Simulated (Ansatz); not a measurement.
# Phonons of LiW in the B2 ordering, part 2 of 2

The plan: relax LiW in the B2 ordering, check its phonons, and, if the lattice is stable, compute its Eliashberg function and ρ(T).

Ansatz 0.2.0; DFT PBEsol, scalar-relativistic, plane waves, PAW.

So far. Step 2 (Rough relaxation): The largest force is now zero by symmetry and the largest stress component 0.074 GPa. Step 3 (Relaxing cell and atoms): The largest force is now zero by symmetry and the largest stress component 0.040 GPa, small enough for phonons. The relaxed cell has a = 2.948 Å (conventional setting).

The structure was built from a prototype and need not be the compound's stable phase.

### 4. Phonons: q 2×2×2, k 6×6×6

Before any scattering is computed, the phonons show whether the structure is a minimum.

input.yaml reads:

```yaml
crystal:
  lattice:
    - [2.9481610828, 0.0, 0.0]
    - [0.0, 2.9481610828, 0.0]
    - [0.0, 0.0, 2.9481610828]
  atoms:
    - { symbol: Li, position: [0.0, 0.0, 0.0] }
    - { symbol: W, position: [0.5, 0.5, 0.5] }
kpoints:
  mp_grid: { grid: [6, 6, 6] }
hamiltonian:
  xc: pbesol
scf:
  occupations: { method: methfessel_paxton, width: 0.2 }
output:
  eigenvalues: true
phonons:
  method: dfpt
  qmesh: [2, 2, 2]
  temperatures: { t_max: 1000, t_step: 50 }
  qpath:
    path:
      - [[0.0, 0.0, 0.0], [0.0, 0.5, 0.0], [0.5, 0.5, 0.0], [0.0, 0.0, 0.0], [0.5, 0.5, 0.5], [0.0, 0.5, 0.0]]
      - [[0.5, 0.5, 0.5], [0.5, 0.5, 0.0]]
    npoints: 10
```

Started as:

```console
$ ansatz run input.yaml --threads 4 --pin off --max-ram 8192MiB --backend cpu --events-out ev --progress --plain --runs-dir out
```

Numbers of over 12 decimals in the logs are rounded to 6 here.

The log of the run:

```text
[...]
Crystal: 2 atoms, lattice volume = 25.624 Å³
Basis set: ecut = 420 eV, 485 PW (Γ), exchange–correlation on 40×40×40 points (8 copies of the dense FFT grid, shifted against one another)
Bands: 13, of which v1, the nominal top of the filled ones, is band 9 counted from 1 (8 counted from 0)
Symmetry: 48 space group operations
k-points: 20 of 216
[...]
SCF iter   1: F=—  HF=-10457.446772 eV  |F-HF|=—  |Δ(HF+E_count)|=         —  Δρ=2.21e-3  dr2=4.03e-4  ethr=1.77e-3  ⟨swp⟩=5.0  Hψ=1242  notcnv=0
[...]
SCF iter   7: F=-10457.446863 eV  HF=-10457.446863 eV  |F-HF|=7.28e-12  |Δ(HF+E_count)|=  3.64e-12  S|Δr|=    0.00e0  Δρ=1.20e-7  dr2=1.03e-12  ethr=1.00e-12  ⟨swp⟩=6.2  Hψ=1064  notcnv=0
SCF 1 converged in 7 iterations: F = -10457.446863 eV  dr2 = 1.03e-12
[...]
phonons: the bands overlap, so this run is a metal and interpolates without the dipole-dipole term. If the crystal is really an insulator or semiconductor, its LO-TO splitting is missing
NSCF: frozen V_eff on 20 k-points
[...]
DFPT response loops at q = (0, 0, 0) (fractional): preconditioner auto → Kerker (q_TF=auto, 2.548 Å⁻¹) (partly filled bands, converged f_vac=0.000); β = 1.00, the filter's whole step (`scf.mixing.beta` (0.50) is not read by the response loops under this deck's `scf.mixing.preconditioner`; to damp them name `kerker` or `kerker_dos`, under which they read `scf.mixing.beta`, and type it under 1.00, their step now; both keys bind the ground state too); Broyden in place of MSR1
[...]
SCF converged after 7 iterations
Stability not checked: this state was not tested for a lower state beside it, because cold or Methfessel-Paxton smearing, or corrected tetrahedra, fill the levels in a way that the test cannot read (fill_not_monotonic; see scf.lower_state_search)
Free energy (F): -10457.446863 eV
[...]
Internal energy: -10457.446153 eV  (E = F + TS)
E sigma→0 (E₀):  -10457.446685 eV
Entropy (-TS):   -0.000710 eV (-0.355 meV/atom)
Fermi energy:    14.967174 eV
[...]
--- Band table (eV; the first three rows and the last of 20) ---
  k-point 0: bands = [... 5 lower, 7.7783, 11.9328, 11.9328, 17.8218, 17.8218, 17.8218, 23.0934, 23.0934]
  k-point 1: bands = [... 5 lower, 8.2525, 12.1101, 12.3761, 16.8382, 16.8382, 17.8931, 22.1053, 24.5077]
  k-point 2: bands = [... 5 lower, 9.0917, 12.4987, 13.6161, 15.5140, 15.5140, 18.0398, 20.7633, 26.7449]
  k-point 19: bands = [... 5 lower, 11.2838, 11.2838, 11.2838, 19.9333, 19.9333, 21.7719, 21.7719, 21.7719]
--- Phonons (Γ-DFPT): 2 representative perturbations + reference (Σ response iterations 6) ---
  ASR residual: 1.948e-5 → 0.000e0 eV/Å²; symmetrization residual: 1.182e-6 eV/Å²
  ASR residual per site (eV/Å²): 1.04e-6 1.95e-5
  Γ frequencies (cm⁻¹): 0.00 0.00 0.00 566.35 566.35 566.35
--- Phonons (arbitrary-q DFPT): 4 irreducible q on the 2×2×2 mesh ---
  q = [0.0000, 0.0000, 0.0000] (star 1, of the zone-centre solve; hermiticity 3.00e-7, symmetrization 4.07e-13): -0.00 0.00 0.00 566.35 566.35 566.35
  q = [0.0000, 0.0000, -0.5000] (star 3, 4 solved perturbations in 208 linear systems a pass and spin channel, the states on 64 of 216 k-point pairs; hermiticity 1.99e-7, symmetrization 1.19e-7): 56.53 94.99 94.99 533.79 533.79 552.89
[...]
q = [-0.5000, -0.5000, -0.5000] (star 1, 2 solved perturbations on 40 of 216 k-point pairs; hermiticity 1.25e-9, symmetrization 6.27e-10): 71.62 71.62 71.62 545.89 545.89 545.89
  sum rule: each row above includes the acoustic sum rule's correction from the zone centre's row sums; it moved no ω² by more than (0.20 cm⁻¹)²
  mesh force constants: q→R imaginary residual 3.60e-17; ASR residual 1.948e-5 → 0.000e0 eV/Å²; symmetrization residual 5.329e-15 eV/Å²
  interpolated dispersion: 62 rows × 6 modes
  density of states and harmonic sums: on the 22×22×22 q-mesh, interpolated from the force constants of a 2×2×2 supercell (no non-analytic term)
  largest difference from the sums on the solved wave vectors: F 6.19e-3 eV, S 1.91e-5 and C_V 1.28e-5 eV/K
  zero-point energy: 0.111003 eV/cell   skipped modes (ω ≤ 0): 443, of them read as no rigid motion or as one in doubt: 440 (1.274e0 modes/cell left out, lowest -114.23 cm⁻¹)   left out of the sums: 2.12e-1 of the cell's modes: C_V's classical limit lies that fraction below 3 k_B per atom; for a crystal, a wire or a layer, F and S can be off by more, and a phonons.interpolated_qmesh denser along its periods is the remedy for the sampling
```

Run time: 4.8 s. Hardware: 4 threads of Intel Xeon Platinum 8488C (Sapphire Rapids), shared host; peak memory 0.47 GiB.

Numbers from this step:

```
share of imaginary modes in the plain interpolation between solved wavevectors : 0.2136
highest frequency, solved or plainly interpolated                              : 566.4 cm⁻¹
```

Solved on the 2×2×2 mesh alone; all other wavevectors are interpolated. The phonon branches at the labelled points (cm⁻¹):

```tsv
point	branch 1	branch 2	branch 3	branch 4	branch 5	branch 6
Γ	0	0	0	566	566	566
halfway	39	65	65	551	551	560
X	56	95	95	534	534	553
halfway	-73	-48	108	549	550	559
M	-114	-114	120	564	565	565
halfway	-84	80	89	549	550	561
Γ	0	0	0	566	566	566
halfway	11	11	67	551	555	555
R	72	72	72	546	546	546
halfway	-69	-14	87	549	556	558
X	56	95	95	534	534	553
jump to R	72	72	72	546	546	546
halfway	-65	-65	99	555	556	556
M	-114	-114	120	564	565	565
```

The phonon branches as a text plot (rows in cm⁻¹):

```
    552 |********************************************************
    524 |      ***                                     ***
    496 |
    467 |
    439 |
    410 |
    382 |
    354 |
    325 |
    297 |
    269 |
    240 |
    212 |
    184 |
    155 |
    127 |            *****                                     **
     98 |      ******     *****      ***            ******  ***
     70 |   *** * *          ***    *   *   ********  ** ***
     42 |  ***** * *       **   ** *     ****    **  *  *  *
     13 |***                     **     ***            *
    -15 |         *              * *****   *       **
    -43 |          *      *    **                 *   *     *
    -72 |           *        **                    ***       *
   -100 |           *********                                 ***
         Γ      X      M          Γ            R        X|R     M
```

Lowest modes at the softest wavevector of the mesh. The modes at q = (0.500, 0.000, 0.500) (shares of kinetic energy by element, %) (negative means imaginary):

```tsv
mode	frequency (cm⁻¹)	Li %	W %
1	-114.2	4	96
2	-114.2	4	96
3	119.9	0	100
4	563.9	100	0
5	564.9	96	4
6	564.9	96	4
```

Displacements in mode 2 (-114.2 cm⁻¹), the largest set to 1, in the home cell:
```
Li1  0.02  0.00 -1.00
W2  -0.90  0.00  0.02
```

Displacements in mode 6 (564.9 cm⁻¹), the largest set to 1, in the home cell:
```
Li1  0.00  0.00  1.00
W2  -0.04  0.00  0.00
```

Among the solved wavevectors the lowest mode, translations apart, is -114 cm⁻¹, imaginary.

### 5. Lattice stability: q 2×2×2, k 8×8×8

An imaginary mode on so few k-points may come from the sampling, so the phonons are repeated with another k mesh.

input.yaml, as its differences from that of step 4:

```diff
@@ -9,3 +9,3 @@
 kpoints:
-  mp_grid: { grid: [6, 6, 6] }
+  mp_grid: { grid: [8, 8, 8] }
 hamiltonian:
```

The mesh is denser.

The log of the run:

```text
[...]
Crystal: 2 atoms, lattice volume = 25.624 Å³
Basis set: ecut = 420 eV, 485 PW (Γ), exchange–correlation on 40×40×40 points (8 copies of the dense FFT grid, shifted against one another)
Bands: 13, of which v1, the nominal top of the filled ones, is band 9 counted from 1 (8 counted from 0)
Symmetry: 48 space group operations
k-points: 35 of 512
[...]
SCF iter   1: F=—  HF=-10457.368634 eV  |F-HF|=—  |Δ(HF+E_count)|=         —  Δρ=2.68e-3  dr2=1.09e-3  ethr=1.77e-3  ⟨swp⟩=5.0  Hψ=2172  notcnv=0
[...]
SCF iter   7: F=-10457.368426 eV  HF=-10457.368426 eV  |F-HF|=5.46e-12  |Δ(HF+E_count)|=  2.53e-10  S|Δr|=    0.00e0  Δρ=3.24e-7  dr2=7.65e-12  ethr=1.00e-12  ⟨swp⟩=4.6  Hψ=2110  notcnv=0
SCF 1 converged in 7 iterations: F = -10457.368426 eV  dr2 = 7.65e-12
[...]
SCF converged after 7 iterations
[...]
Free energy (F): -10457.368426 eV
[...]
Internal energy: -10457.363331 eV  (E = F + TS)
E sigma→0 (E₀):  -10457.367152 eV
Entropy (-TS):   -0.005095 eV (-2.547 meV/atom)
Fermi energy:    15.000591 eV
[...]
--- Band table (eV; the first three rows and the last of 35) ---
  k-point 0: bands = [... 5 lower, 7.7809, 11.9511, 11.9511, 17.8450, 17.8450, 17.8450, 23.0891, 23.0891]
  k-point 1: bands = [... 5 lower, 8.0624, 12.0540, 12.1981, 17.2214, 17.2214, 17.8867, 22.4762, 23.9534]
  k-point 2: bands = [... 5 lower, 8.6961, 12.3174, 12.9429, 16.1290, 16.1290, 17.9892, 21.3568, 25.7886]
  k-point 34: bands = [... 5 lower, 11.2925, 11.2925, 11.2925, 19.9618, 19.9618, 21.7800, 21.7800, 21.7800]
[...]
ASR residual: 8.868e-5 → 0.000e0 eV/Å²; symmetrization residual: 5.957e-7 eV/Å²
  ASR residual per site (eV/Å²): 1.50e-6 8.87e-5
  Γ frequencies (cm⁻¹): 0.00 0.00 0.00 558.96 558.96 558.96
--- Phonons (arbitrary-q DFPT): 4 irreducible q on the 2×2×2 mesh ---
[...]
interpolated dispersion: 62 rows × 6 modes
[...]
```

The job ended after 7.9 s (4 threads; peak memory 0.52 GiB; 27 s of CPU time).

This step gave:

| Property | Result |
| --- | --- |
| share of imaginary modes in the plain interpolation between solved wavevectors | 0.3105 |
| highest frequency, solved or plainly interpolated | 560.6 cm⁻¹ |

Solved on the 2×2×2 mesh alone; all other wavevectors are interpolated. Phonon branches along the path, in cm⁻¹:

```tsv
point	branch 1	branch 2	branch 3	branch 4	branch 5	branch 6
Γ	0	0	0	559	559	559
halfway	-55	65	65	543	543	551
X	-77	96	96	526	526	543
halfway	-110	-67	83	540	544	549
M	-132	-132	69	554	554	561
halfway	-101	53	75	540	544	552
Γ	0	0	0	559	559	559
halfway	-75	-75	-38	542	545	545
R	-120	-120	-120	526	526	526
halfway	-118	-91	-30	539	545	545
X	-77	96	96	526	526	543
jump to R	-120	-120	-120	526	526	526
halfway	-127	-127	-69	540	540	544
M	-132	-132	69	554	554	561
```

The phonon branches as a text plot (rows in cm⁻¹):

```
    546 |************************************    ********* ******
    517 |      ***                           *****     ****
    488 |
    460 |
    431 |
    402 |
    373 |
    344 |
    315 |
    286 |
    258 |
    229 |
    200 |
    171 |
    142 |
    113 |
     84 |    ********** ******       **               ****
     56 |   *     *    *     ****   *  *             * *       **
     27 |***                    ** *                  *       *
     -2 |*                        *
    -31 | **       *       **    * **   *           *
    -60 |   ***                **    ***           * *       *
    -89 |      ******     *  **         ****      * * **** **
   -118 |           *********              ***********    *******
         Γ      X      M          Γ            R        X|R     M
```

Lowest modes at the softest wavevector of the mesh. The modes at q = (0.000, 0.500, 0.500) (shares of kinetic energy by element, %) (negative means imaginary):

```tsv
mode	frequency (cm⁻¹)	Li %	W %
1	-132.1	4	96
2	-132.1	4	96
3	69.3	0	100
4	553.7	96	4
5	553.7	96	4
6	560.6	100	0
```

Displacements in mode 2 (-132.1 cm⁻¹), the largest set to 1, in the home cell:
```
Li1  0.00 -0.09 -1.00
W2   0.00 -0.90 -0.08
```

Displacements in mode 5 (553.7 cm⁻¹), the largest set to 1, in the home cell:
```
Li1  0.00  1.00  0.50
W2   0.00 -0.02 -0.04
```

The modes has structure finer than the step of the table below, so its rows give means over 25 cm⁻¹, whole bins alone (the curve runs from -142 to 587 cm⁻¹). Peaks (cm⁻¹: height): Li 545.7: 0.144; W -118.9: 0.0330, 73.7: 0.0294.

Phonopy on the run's constants, 19x19x19 mesh, Gaussian sigma 5.2 cm⁻¹. Table of modes by wavenumber; means over each step; values in 1/cm⁻¹/cell:

```tsv
wavenumber (cm⁻¹)	Li	W
-125	6.2e-4	0.0216
-100	5.9e-4	0.0237
-75	2.8e-4	0.0144
-50	1.2e-4	0.00770
-25	6.3e-5	0.00463
0	1.1e-5	0.00110
25	6.2e-5	0.00508
50	1.3e-4	0.0137
75	1.3e-4	0.0229
100	5.4e-6	0.00283
125	0	4.8e-7
150	0	0
175	0	0
200	0	0
225	0	0
250	0	0
275	0	0
300	0	0
325	0	0
350	0	0
375	0	0
400	0	0
425	0	0
450	0	0
475	0	0
500	8.4e-6	0
525	0.0262	2.4e-4
550	0.0902	0.00174
```

No LO-TO term; unit eigenvectors of the mass-weighted matrix. Modes at Γ, with each element's share of the kinetic energy:

```tsv
mode	frequency (cm⁻¹)	symmetry	Li %	W %
1	0.0	T1u	4	96
2	0.0	T1u	4	96
3	0.0	T1u	4	96
4	559.0	T1u	96	4
5	559.0	T1u	96	4
6	559.0	T1u	96	4
```

Displacements in mode 4 (559.0 cm⁻¹), the largest set to 1:
```
Li1  0.00  1.00  0.14
W2   0.00 -0.04 -0.01
```

Among the solved wavevectors the lowest mode, translations apart, is -132 cm⁻¹, imaginary.

### 6. Lattice stability: Fermi–Dirac smearing of 0.3 eV

The phonons are repeated on the same meshes with a wide Fermi–Dirac smearing, to see whether the soft mode comes from sharp features of the Fermi surface.

input.yaml, as its differences from that of step 5:

```diff
@@ -13,3 +13,3 @@
 scf:
-  occupations: { method: methfessel_paxton, width: 0.2 }
+  occupations: { method: fermi_dirac, width: 0.3 }
 output:
```

The log of the run:

```text
band count auto-derived: 14 (N_el = 17.0; filled up to band 9; 13 by the electrons, moments and atoms)
[...]
Crystal: 2 atoms, lattice volume = 25.624 Å³
Basis set: ecut = 420 eV, 485 PW (Γ), exchange–correlation on 40×40×40 points (8 copies of the dense FFT grid, shifted against one another)
Bands: 14, of which v1, the nominal top of the filled ones, is band 9 counted from 1 (8 counted from 0)
Symmetry: 48 space group operations
k-points: 35 of 512
[...]
SCF iter   1: F=—  HF=-10457.605272 eV  |F-HF|=—  |Δ(HF+E_count)|=         —  Δρ=4.55e-3  dr2=2.10e-3  ethr=1.77e-3  ⟨swp⟩=5.0  Hψ=2309  notcnv=0
[...]
SCF iter   7: F=-10457.604862 eV  HF=-10457.604862 eV  |F-HF|=1.82e-12  |Δ(HF+E_count)|=  4.37e-10  Δρ=3.01e-7  dr2=5.23e-12  ethr=1.00e-12  ⟨swp⟩=4.9  Hψ=2108  notcnv=0
SCF 1 converged in 7 iterations: F = -10457.604862 eV  dr2 = 5.23e-12
[...]
SCF converged after 7 iterations
Free energy (F): -10457.604862 eV
[...]
Internal energy: -10457.151600 eV  (E = F + TS)
E sigma→0 (E₀):  -10457.378231 eV
Entropy (-TS):   -0.453263 eV (-226.631 meV/atom)
Fermi energy:    14.957109 eV
[...]
--- Band table (eV; the first three rows and the last of 35) ---
  k-point 0: bands = [... 5 lower, 7.7774, 11.9372, 11.9372, 17.8443, 17.8443, 17.8443, 23.0947, 23.0947, ... 1 higher]
  k-point 1: bands = [... 5 lower, 8.0590, 12.0400, 12.1851, 17.2209, 17.2209, 17.8860, 22.4803, 23.9588, ... 1 higher]
  k-point 2: bands = [... 5 lower, 8.6920, 12.3030, 12.9333, 16.1285, 16.1285, 17.9885, 21.3573, 25.7938, ... 1 higher]
  k-point 34: bands = [... 5 lower, 11.2925, 11.2925, 11.2925, 19.9499, 19.9499, 21.7710, 21.7710, 21.7710, ... 1 higher]
[...]
ASR residual: 5.559e-4 → 0.000e0 eV/Å²; symmetrization residual: 5.376e-7 eV/Å²
  ASR residual per site (eV/Å²): 3.12e-5 5.56e-4
  Γ frequencies (cm⁻¹): 0.00 0.00 0.00 561.51 561.51 561.51
--- Phonons (arbitrary-q DFPT): 4 irreducible q on the 2×2×2 mesh ---
[...]
interpolated dispersion: 62 rows × 6 modes
[...]
```

The job ended after 8.2 s (4 threads; peak memory 0.53 GiB).

This step gave:

* share of imaginary modes in the plain interpolation between solved wavevectors: 0.2574
* highest frequency, solved or plainly interpolated: 563.3 cm⁻¹

Solved on the 2×2×2 mesh alone; all other wavevectors are interpolated. The phonon branches at the labelled points (cm⁻¹):

```tsv
point	branch 1	branch 2	branch 3	branch 4	branch 5	branch 6
Γ	0	0	0	562	562	562
halfway	30	64	64	546	546	552
X	45	94	94	528	528	543
halfway	-79	-52	87	543	546	550
M	-117	-117	80	556	556	563
halfway	-85	75	77	542	546	554
Γ	0	0	0	562	562	562
halfway	-48	-48	45	544	548	548
R	-64	-64	-64	535	535	535
halfway	-87	-66	53	543	548	549
X	45	94	94	528	528	543
jump to R	-64	-64	-64	535	535	535
halfway	-96	-96	34	546	546	550
M	-117	-117	80	556	556	563
```

The phonon branches as a text plot (rows in cm⁻¹):

```
    549 |********************************************************
    521 |      ****                                    ***
    492 |
    464 |
    436 |
    407 |
    379 |
    351 |
    322 |
    294 |
    266 |
    237 |
    209 |
    181 |
    152 |
    124 |
     95 |     ********   ****        **                ***
     67 |   **    *   ***    ****   *  *            ****      ***
     39 | ******** *       **   ** *    *          *  * **   *
     10 |***                     **
    -18 |                        * **                  *    *
    -46 |         *       *    **    *******     **  *     *
    -75 |          **        **            ************   ***
   -103 |           *********                                ****
         Γ      X      M          Γ            R        X|R     M
```

Lowest modes at the softest wavevector of the mesh. The modes at q = (0.500, 0.000, 0.500) (shares of kinetic energy by element, %) (negative means imaginary):

```tsv
mode	frequency (cm⁻¹)	Li %	W %
1	-117.2	4	96
2	-117.2	4	96
3	79.6	0	100
4	556.4	96	4
5	556.4	96	4
6	563.3	100	0
```

Among the solved wavevectors the lowest mode, translations apart, is -117 cm⁻¹, imaginary.

### 7. Results

| Item | Value |
| --- | --- |
| phonon run of the rows without a label of their own | PBEsol, q 2×2×2, k 8×8×8 |
| softest mode on the q mesh | -132 cm⁻¹ at q = (0, 0.5, 0.5) |
| highest frequency, solved or plainly interpolated | 561 cm⁻¹ |

**Reading.** The lattice is dynamically unstable at this level: a mode at q = (0, 0.5, 0.5) is imaginary, 132i cm⁻¹, so no harmonic coupling constant or resistivity is defined for this structure. These meshes are coarse, and single modes of a metal can move by tens of cm⁻¹ with the k mesh. Spin–orbit coupling, left out here, matters for W. The structure was built by hand as an ordered model, and its stability against other phases was not tested.

[Logs are printed without paths, hosts, clocks, repeated set-up lines and the standing remarks that a program may print on its own settings, such as how far it seeks lower states.]

[Hosts, paths, dates, database ids (printed as entryN), source tags and the programs' standing remarks are cut or masked in the printed files.]
